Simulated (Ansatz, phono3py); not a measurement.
# GaAs (F-43m): lattice thermal conductivity, part 3 of 3

Wanted: κ(T), lifetimes and mean free paths for GaAs.

What experiment has found for this phase:
- thermal conductivity 45 W/m/K near room temperature (given in “Combining the AFLOW GIBBS and Elastic Libraries to efficiently and robustly screen thermo-mechanical properties of solids”, 2017, arXiv:1611.05714)

Ansatz 0.2.0; DFT LDA, scalar-relativistic, plane waves, PAW.

So far, κ at 300 K (relaxation time) (W/m/K): step 5 (third-order constants on small settings, k-mesh 8×8×8 …) 29.9. The relaxed cell has a = 5.603 Å (conventional setting).

## (6) Third-order constants on small settings, k-mesh 6×6×6, third order supercell 3×3×3

A small supercell and a short cutoff cost little, and show how far such settings carry.

Contents of input.yaml:

```yaml
crystal:
  lattice:
    - [0.0, 2.8015748685, 2.8015748685]
    - [2.8015748685, 0.0, 2.8015748685]
    - [2.8015748685, 2.8015748685, 0.0]
  atoms:
    - { symbol: Ga, position: [0.0, 0.0, 0.0] }
    - { symbol: As, position: [0.25, 0.25, 0.25] }
kpoints:
  mp_grid: { grid: [6, 6, 6] }
hamiltonian:
  xc: lda
scf:
  occupations: { method: fixed }
output:
  eigenvalues: true
phonons:
  method: fd
  dielectric: true
  qmesh: [6, 6, 6]
  temperatures: { t_max: 1000, t_step: 50 }
  qpath:
    path:
      - [[0.0, 0.0, 0.0], [-0.5, -0.5, 0.0], [-0.375, -0.375, 0.25]]
      - [[-0.375, 0.0, 0.375], [0.0, 0.0, 0.0], [0.0, 0.0, 0.5], [-0.5, -0.25, 0.25], [-0.5, -0.5, 0.0]]
    npoints: 10
  third_order: { supercell: [3, 3, 3], pair_cutoff: 2.576 }
  lattice_thermal_conductivity:
    qmesh: [19, 19, 19]
    temperatures: [100.0, 150.0, 200.0, 300.0, 400.0, 500.0, 600.0, 800.0]
    isotope_mass_variance:
      - { species: As, variance: 0.0 }
      - { species: Ga, variance: 0.0001971 }
```

On the command line:

```bash
$ ansatz run input.yaml --threads 4 --pin off --max-ram 16384MiB --backend cpu --events-out ev --progress --plain --runs-dir out
```

Numbers of over 12 decimals in the logs are rounded to 6 here.

What it wrote:

```text
[...]
Warning: phonons.third_order: as it is cut ahead of every solve, the batch solves 29 displaced supercells where 21 would do. It runs under 24 of the 648 operations that the crystal's space group holds on the batch's supercell: the run's FFT boxes carry no more. The force constants lose no accuracy. For the smaller batch, try basis.xc_grid above 1 where it is 1, a denser FFT box (accuracy: high where it is lower, or a larger basis.ecutrho_ratio), or the same crystal shifted so that one of its atoms lies at the cell's origin: each can bring back operations that the batch needs, and none is sure to; [rest of the remark cut]
[...]
Crystal: 12 atoms, lattice volume = 263.869 Å³
Basis set: ecut = 420 eV, 5123 PW (Γ), FFT grids on a1, −a1+a2+a3, −a1+a3
Bands: 101, of which v1, the nominal top of the filled ones, is band 84 counted from 1 (83 counted from 0)
Symmetry: 12 space group operations
k-points: 16 of 36 (time reversal used)
[...]
SCF iter   1: F=—  HF=-50887.620786 eV  |F-HF|=—  |Δ(HF+E_count)|=         —  Δρ=1.47e-7  dr2=2.88e-11  ethr=1.00e-12  ⟨swp⟩=3.0  Hψ=4115  notcnv=0
[...]
SCF iter   2: F=-50887.620786 eV  HF=-50887.620786 eV  |F-HF|=0.00e0  |Δ(HF+E_count)|=    0.00e0  Δρ=3.78e-8  dr2=3.68e-12  ethr=1.00e-12  ⟨swp⟩=4.0  Hψ=4983  notcnv=0
SCF 1 converged in 2 iterations: F = -50887.620786 eV  dr2 = 3.68e-12
[...]
Crystal: 2 atoms, lattice volume = 43.978 Å³
Basis set: ecut = 420 eV, 869 PW (Γ), exchange–correlation on 54×54×54 points (8 copies of the dense FFT grid, shifted against one another)
Bands: 18, of which v1, the nominal top of the filled ones, is band 14 counted from 1 (13 counted from 0)
Symmetry: 24 space group operations
k-points: 46 of 216 (irreducible under 4 space group operations, time reversal used)
[...]
SCF iter   3: F=-8481.270131 eV  HF=-8481.270131 eV  |F-HF|=4.37e-11  |Δ(HF+E_count)|=  8.73e-11  Δρ=2.97e-7  dr2=1.97e-11  ethr=1.00e-12  ⟨swp⟩=3.0  Hψ=1848  notcnv=0
SCF 2 converged in 3 iterations: F = -8481.270131 eV  dr2 = 1.97e-11
[...]
NSCF: frozen V_eff on 2 k-points
[...]
Bands: 15, of which v1, the nominal top of the filled ones, is band 14 counted from 1 (13 counted from 0)
k-points: 60
[...]
Eigensolver: Dense (60 Hₖ)
SCF iter   1: F=—  HF=-8481.295907 eV  |F-HF|=—  |Δ(HF+E_count)|=         —  Δρ=6.63e-4  dr2=2.54e-4  ethr=1.00e-1
[...]
SCF iter   5: F=-8481.295823 eV  HF=-8481.295823 eV  |F-HF|=5.13e-9  |Δ(HF+E_count)|=   1.03e-7  Δρ=5.66e-6  dr2=7.51e-9  ethr=7.19e-10
SCF 1 converged in 5 iterations: F = -8481.295823 eV  dr2 = 7.51e-9
[...]
Symmetry: 2 space group operations
[...]
SCF iter   8: F=-50887.620752 eV  HF=-50887.620752 eV  |F-HF|=7.28e-12  |Δ(HF+E_count)|=  7.28e-12  Δρ=2.83e-8  dr2=2.57e-12  ethr=1.00e-12  ⟨swp⟩=4.7  Hψ=7357  notcnv=0
SCF 2 converged in 8 iterations: F = -50887.620752 eV  dr2 = 2.57e-12
[...]
SCF iter   4: F=-50887.620752 eV  HF=-50887.620752 eV  |F-HF|=1.46e-11  |Δ(HF+E_count)|=  1.46e-11  Δρ=2.91e-8  dr2=1.03e-12  ethr=1.00e-12  ⟨swp⟩=5.2  Hψ=6618  notcnv=0
SCF 3 converged in 4 iterations: F = -50887.620752 eV  dr2 = 1.03e-12
Symmetry: 1 space group operations
k-points: 20 of 36 (time reversal used)
[...]
SCF iter   8: F=-50887.620757 eV  HF=-50887.620757 eV  |F-HF|=0.00e0  |Δ(HF+E_count)|=    0.00e0  Δρ=2.82e-8  dr2=2.60e-12  ethr=1.00e-12  ⟨swp⟩=4.7  Hψ=9455  notcnv=0
SCF 4 converged in 8 iterations: F = -50887.620757 eV  dr2 = 2.60e-12
[...]
SCF iter   4: F=-50887.620757 eV  HF=-50887.620757 eV  |F-HF|=2.91e-11  |Δ(HF+E_count)|=    0.00e0  Δρ=2.96e-8  dr2=1.08e-12  ethr=1.00e-12  ⟨swp⟩=5.2  Hψ=8343  notcnv=0
SCF 5 converged in 4 iterations: F = -50887.620757 eV  dr2 = 1.08e-12
[...]
SCF iter   8: F=-50887.620750 eV  HF=-50887.620750 eV  |F-HF|=7.28e-12  |Δ(HF+E_count)|=  7.28e-12  Δρ=2.00e-8  dr2=1.19e-12  ethr=1.00e-12  ⟨swp⟩=5.1  Hψ=7053  notcnv=0
SCF 6 converged in 8 iterations: F = -50887.620750 eV  dr2 = 1.19e-12
[...]
SCF 7 converged in 4 iterations: F = -50887.620750 eV  dr2 = 3.24e-13
[...]
SCF 8 converged in 8 iterations: F = -50887.620753 eV  dr2 = 9.44e-13
[...]
SCF 9 converged in 4 iterations: F = -50887.620753 eV  dr2 = 4.53e-13
[...]
Basis set: ecut = 420 eV, 5161 PW (Γ), FFT grids on a1, a2, −3a1−3a2+a3
[...]
SCF 10 converged in 2 iterations: F = -50887.620786 eV  dr2 = 3.13e-12
[...]
SCF 11 converged in 8 iterations: F = -50887.620756 eV  dr2 = 3.64e-12
[...]
SCF 12 converged in 4 iterations: F = -50887.620756 eV  dr2 = 1.15e-12
[...]
SCF 13 converged in 8 iterations: F = -50887.620751 eV  dr2 = 1.18e-12
[...]
SCF 14 converged in 4 iterations: F = -50887.620751 eV  dr2 = 4.25e-13
Basis set: ecut = 420 eV, 5195 PW (Γ), FFT grids on a1, a1+a2, 2a1+a3
k-points: 15 of 36 (time reversal used)
[...]
SCF 15 converged in 2 iterations: F = -50887.620786 eV  dr2 = 6.35e-12
[...]
SCF 16 converged in 8 iterations: F = -50887.620756 eV  dr2 = 1.67e-12
[...]
SCF 17 converged in 4 iterations: F = -50887.620756 eV  dr2 = 1.06e-12
[...]
SCF 18 converged in 8 iterations: F = -50887.620755 eV  dr2 = 1.71e-12
[...]
SCF 19 converged in 4 iterations: F = -50887.620755 eV  dr2 = 1.10e-12
[...]
SCF 20 converged in 8 iterations: F = -50887.620751 eV  dr2 = 4.16e-13
[...]
SCF 21 converged in 4 iterations: F = -50887.620751 eV  dr2 = 3.72e-13
[...]
SCF 22 converged in 8 iterations: F = -50887.620751 eV  dr2 = 4.11e-13
[...]
SCF 23 converged in 4 iterations: F = -50887.620751 eV  dr2 = 3.58e-13
[...]
k-points: 12 of 36 (time reversal used)
[...]
Basis set: ecut = 420 eV, 5185 PW (Γ), FFT grids on a1, a2, −3a1+3a2+a3
Symmetry: 48 space group operations
k-points: 10 of 36
[...]
Basis set: ecut = 420 eV, 5201 PW (Γ), FFT grids on a1, a2, −2a1−2a2+a3
Symmetry: 36 space group operations
k-points: 7 of 36 (time reversal used)
[...]
Crystal: 54 atoms, lattice volume = 1187.409 Å³
Basis set: ecut = 420 eV, 23289 PW (Γ)
Bands: 454, of which v1, the nominal top of the filled ones, is band 378 counted from 1 (377 counted from 0)
k-points: 3 of 8
[...]
Symmetry: 6 space group operations
k-points: 4 of 8
[...]
k-points: 6 of 8
[...]
k-points: 8
[...]
SCF 100 converged in 8 iterations: F = -228994.282901 eV  dr2 = 6.46e-10
[...]
SCF 101 converged in 8 iterations: F = -228994.283519 eV  dr2 = 6.84e-10
[...]
SCF iter   8: F=-228994.284760 eV  HF=-228994.284760 eV  |F-HF|=8.73e-11  |Δ(HF+E_count)|=   1.60e-9  Δρ=2.18e-7  dr2=6.22e-10  ethr=1.00e-12  ⟨swp⟩=3.0  Hψ=10350  notcnv=0
SCF 102 converged in 8 iterations: F = -228994.284760 eV  dr2 = 6.22e-10
[...]
SCF iter   8: F=-228994.288334 eV  HF=-228994.288334 eV  |F-HF|=2.91e-11  |Δ(HF+E_count)|=  1.75e-10  Δρ=1.02e-7  dr2=1.41e-10  ethr=1.00e-12  ⟨swp⟩=4.8  Hψ=6376  notcnv=0
SCF 103 converged in 8 iterations: F = -228994.288334 eV  dr2 = 1.41e-10
[...]
SCF iter   8: F=-228994.280458 eV  HF=-228994.280458 eV  |F-HF|=0.00e0  |Δ(HF+E_count)|=  9.60e-10  Δρ=2.13e-7  dr2=7.10e-10  ethr=1.00e-12  ⟨swp⟩=3.0  Hψ=10390  notcnv=0
SCF 104 converged in 8 iterations: F = -228994.280458 eV  dr2 = 7.10e-10
[...]
SCF iter   8: F=-228994.287181 eV  HF=-228994.287181 eV  |F-HF|=2.91e-11  |Δ(HF+E_count)|=   1.22e-9  Δρ=2.03e-7  dr2=5.88e-10  ethr=1.00e-12  ⟨swp⟩=3.0  Hψ=10391  notcnv=0
SCF 105 converged in 8 iterations: F = -228994.287181 eV  dr2 = 5.88e-10
[...]
SCF iter   8: F=-228994.289359 eV  HF=-228994.289359 eV  |F-HF|=0.00e0  |Δ(HF+E_count)|=  2.91e-11  Δρ=9.27e-8  dr2=1.14e-10  ethr=1.00e-12  ⟨swp⟩=4.5  Hψ=9548  notcnv=0
SCF 106 converged in 8 iterations: F = -228994.289359 eV  dr2 = 1.14e-10
[...]
SCF iter   8: F=-228994.277182 eV  HF=-228994.277182 eV  |F-HF|=1.46e-10  |Δ(HF+E_count)|=  6.98e-10  Δρ=1.81e-7  dr2=4.45e-10  ethr=1.00e-12  ⟨swp⟩=3.0  Hψ=10139  notcnv=0
SCF 107 converged in 8 iterations: F = -228994.277182 eV  dr2 = 4.45e-10
[...]
SCF iter   8: F=-228994.282652 eV  HF=-228994.282652 eV  |F-HF|=0.00e0  |Δ(HF+E_count)|=  5.24e-10  Δρ=2.16e-7  dr2=6.75e-10  ethr=1.00e-12  ⟨swp⟩=3.0  Hψ=13779  notcnv=0
SCF 108 converged in 8 iterations: F = -228994.282652 eV  dr2 = 6.75e-10
[...]
SCF iter   8: F=-228994.285222 eV  HF=-228994.285222 eV  |F-HF|=8.73e-11  |Δ(HF+E_count)|=  4.07e-10  Δρ=2.04e-7  dr2=6.35e-10  ethr=1.00e-12  ⟨swp⟩=3.0  Hψ=13796  notcnv=0
SCF 109 converged in 8 iterations: F = -228994.285222 eV  dr2 = 6.35e-10
[...]
SCF iter   8: F=-228994.284525 eV  HF=-228994.284525 eV  |F-HF|=1.16e-10  |Δ(HF+E_count)|=   2.01e-9  Δρ=2.16e-7  dr2=6.11e-10  ethr=1.00e-12  ⟨swp⟩=3.0  Hψ=10318  notcnv=0
SCF 110 converged in 8 iterations: F = -228994.284525 eV  dr2 = 6.11e-10
[...]
SCF iter   8: F=-228994.283410 eV  HF=-228994.283410 eV  |F-HF|=5.82e-11  |Δ(HF+E_count)|=   1.11e-9  Δρ=2.09e-7  dr2=7.14e-10  ethr=1.00e-12  ⟨swp⟩=3.0  Hψ=10339  notcnv=0
SCF 111 converged in 8 iterations: F = -228994.283410 eV  dr2 = 7.14e-10
SCF converged after 2 iterations
Free energy (F): -50887.620786 eV
[...]
Internal energy: -50887.620786 eV  (E = F + TS)
E sigma→0 (E₀):  -50887.620786 eV
Fermi energy:    8.250160 eV
[...]
--- Band table (eV; the first three rows and the last of 16) ---
  k-point 0: bands = [... 80 lower, 7.2852, 8.2502, 8.2502, 8.2502, 8.7328, 9.3898, 9.3898, 9.5431, ... 13 higher]
  k-point 1: bands = [... 80 lower, 7.1893, 7.2852, 7.2852, 7.7015, 9.3898, 9.6836, 10.3791, 10.5126, ... 13 higher]
  k-point 2: bands = [... 80 lower, 7.8512, 7.8512, 7.8512, 7.8512, 9.1672, 9.1672, 9.8405, 9.8405, ... 13 higher]
  k-point 15: bands = [... 80 lower, 6.1087, 6.1087, 6.5438, 6.5438, 10.5126, 10.5126, 11.4220, 11.4220, ... 13 higher]
--- Phonons: 63 displaced members + 10 references (amplitude of the first 0.0025 Å, Σ member SCF iterations 379) ---
  ASR residual: 1.189e-4 → 0.000e0 eV/Å²; symmetrization residual: 6.438e-5 eV/Å²
  largest component of a force at the reference: 6.6e-8 eV/Å
  ASR residual per site (eV/Å²): 1.09e-4 1.19e-4
  Γ frequencies (cm⁻¹): 0.00 0.00 0.00 269.40 269.40 269.40
[...]
ε∞ (high-frequency dielectric tensor):
       14.000218     0.000000    -0.000000
        0.000000    14.000218     0.000000
       -0.000000     0.000000    14.000218
[...]
Born effective charges Z* (e; rows j = field, columns β = displacement):
    site 0:
         2.06151   -0.00000    0.00000
         0.00000    2.06151    0.00000
        -0.00000   -0.00000    2.06151
    site 1:
        -2.06151    0.00000   -0.00000
        -0.00000   -2.06151   -0.00000
         0.00000    0.00000   -2.06151
  Z* charge neutrality: 1.475e-4 e pre-enforcement
[...]
optical modes at Γ without the LO–TO term, one row a degenerate level:
      ω (cm⁻¹)  modes    IR ((D/Å)²/amu)
        269.40      3             8.1447
  optical modes at Γ + LO–TO along q̂ = [1.0000, 0.0000, 0.0000]:
      ω (cm⁻¹)  modes    IR ((D/Å)²/amu)
        269.40      2             5.4298
        286.32      1             2.7149
  optical modes at Γ + LO–TO along q̂ = [0.0000, 1.0000, 0.0000]:
      ω (cm⁻¹)  modes    IR ((D/Å)²/amu)
        269.40      2             5.4298
        286.32      1             2.7149
  optical modes at Γ + LO–TO along q̂ = [0.0000, 0.0000, 1.0000]:
      ω (cm⁻¹)  modes    IR ((D/Å)²/amu)
        269.40      2             5.4298
        286.32      1             2.7149
--- Phonons (by wavevector): 16 wavevectors in 10 supercells ---
  supercell 1 (6 cells, vectors [1, 0, 0], [0, 3, -3], [0, 0, 2] in multiples of the cell's): 8 displaced members by 0.0025 Å; free energy -50887.620786 eV; taken off its force constants: by the sum rule 5.8e-5, by the symmetrisation 1.4e-5 eV/Å²
[...]
q = [0.0000, 0.0000, 0.0000] (star 1, supercell 1; hermiticity 1.55e-16, symmetrization 3.97e-7): -0.00 0.00 0.00 269.40 269.40 269.40
[...]
joined force constants: q→R imaginary residual 5.59e-19
[...]
26 force-constant blocks with the first atom in the home cell, fitted with 10 parameters over 4 symmetry orbits; no atom triplet left out
[...]
100.00          155.1138        154.6316           7          converged          6.969e-1
      150.00           87.0075         87.5288           7          converged          7.064e-1
      200.00           61.2536         61.9705           7          converged          7.090e-1
      300.00           39.1196         39.7944           7          converged          7.096e-1
      400.00           28.9627         29.5335           7          converged          7.090e-1
      500.00           23.0614         23.5463           7          converged          7.084e-1
      600.00           19.1860         19.6048           7          converged          7.078e-1
      800.00           14.3909         14.7177           7          converged          7.070e-1
```

Elapsed: 59 min, on 4 threads of Arm Neoverse V1, shared host; peak memory 11 GiB; 3.9 h of CPU time.

Numbers from this step:

```
Γ frequencies                              : 0, 0, 0, 269.4, 269.4, 269.4 cm⁻¹ (negative: imaginary)
zero-point energy                          : 0.06753 eV/cell
highest frequency                          : 286.5 cm⁻¹
Debye temperature from the second moment   : 369 K
κ at 300 K (relaxation time)               : 39.12 W/m/K
κ at 300 K (full solution)                 : 39.79 W/m/K
mean free path at half of κ                : 261 nm
share of κ above the three lowest branches : 0.048
largest relative sum-rule correction       : 0.04607
```

W/m/K. Kappa, by row:

```tsv
T (K)	RTA xx	RTA yy	RTA zz	full xx	full yy	full zz	coherence part xx	coherence part yy	coherence part zz	ending	iterations	least Ritz value
100	155.1	155.1	155.1	154.6	154.6	154.6	0.007213	0.007213	0.007213	converged	7	0.697
150	87.01	87.01	87.01	87.53	87.53	87.53	0.01446	0.01446	0.01446	converged	7	0.706
200	61.25	61.25	61.25	61.97	61.97	61.97	0.02084	0.02084	0.02084	converged	7	0.709
300	39.12	39.12	39.12	39.79	39.79	39.79	0.03166	0.03166	0.03166	converged	7	0.71
400	28.96	28.96	28.96	29.53	29.53	29.53	0.04092	0.04092	0.04092	converged	7	0.709
500	23.06	23.06	23.06	23.55	23.55	23.55	0.04917	0.04917	0.04917	converged	7	0.708
600	19.19	19.19	19.19	19.6	19.6	19.6	0.05668	0.05668	0.05668	converged	7	0.708
800	14.39	14.39	14.39	14.72	14.72	14.72	0.06992	0.06992	0.06992	converged	7	0.707
```

This rung gives 39.1 W/(m K) at 300 K by relaxation time, but with 54 atoms, 1 neighbour distance inside the cutoff and a 19×19×19 mesh it is a test, not the conductivity of the crystal.

## (7) Levels and costs side by side

Ladder, by row:

```tsv
cells or q mesh	k mesh	pair cutoff	atoms in the supercell	q-mesh of the transport sums	κ at 300 K (relaxation time) (W/m/K)	κ at 300 K (full solution) (W/m/K)	core-minutes
2x2x2	8x8x8	2.576	16	11×11×11	29.95	31.46	79.2
6x6x6	6x6x6	2.576	54	19×19×19	39.12	39.79	234.5
```

## (8) What came out

```
conductivity : not obtained on sound settings
```

What this shows: No conductivity was obtained: no run with a large enough supercell and cutoff finished.

[Logs are printed without paths, hosts, clocks, repeated set-up lines and the standing remarks that a program may print on its own settings, such as how far it seeks lower states.]

[Hosts, paths, dates, database ids (printed as entryN), source tags and the programs' standing remarks are cut or masked in the printed files.]

[A step with changed settings may run another functional than the one named; its input shows which.]
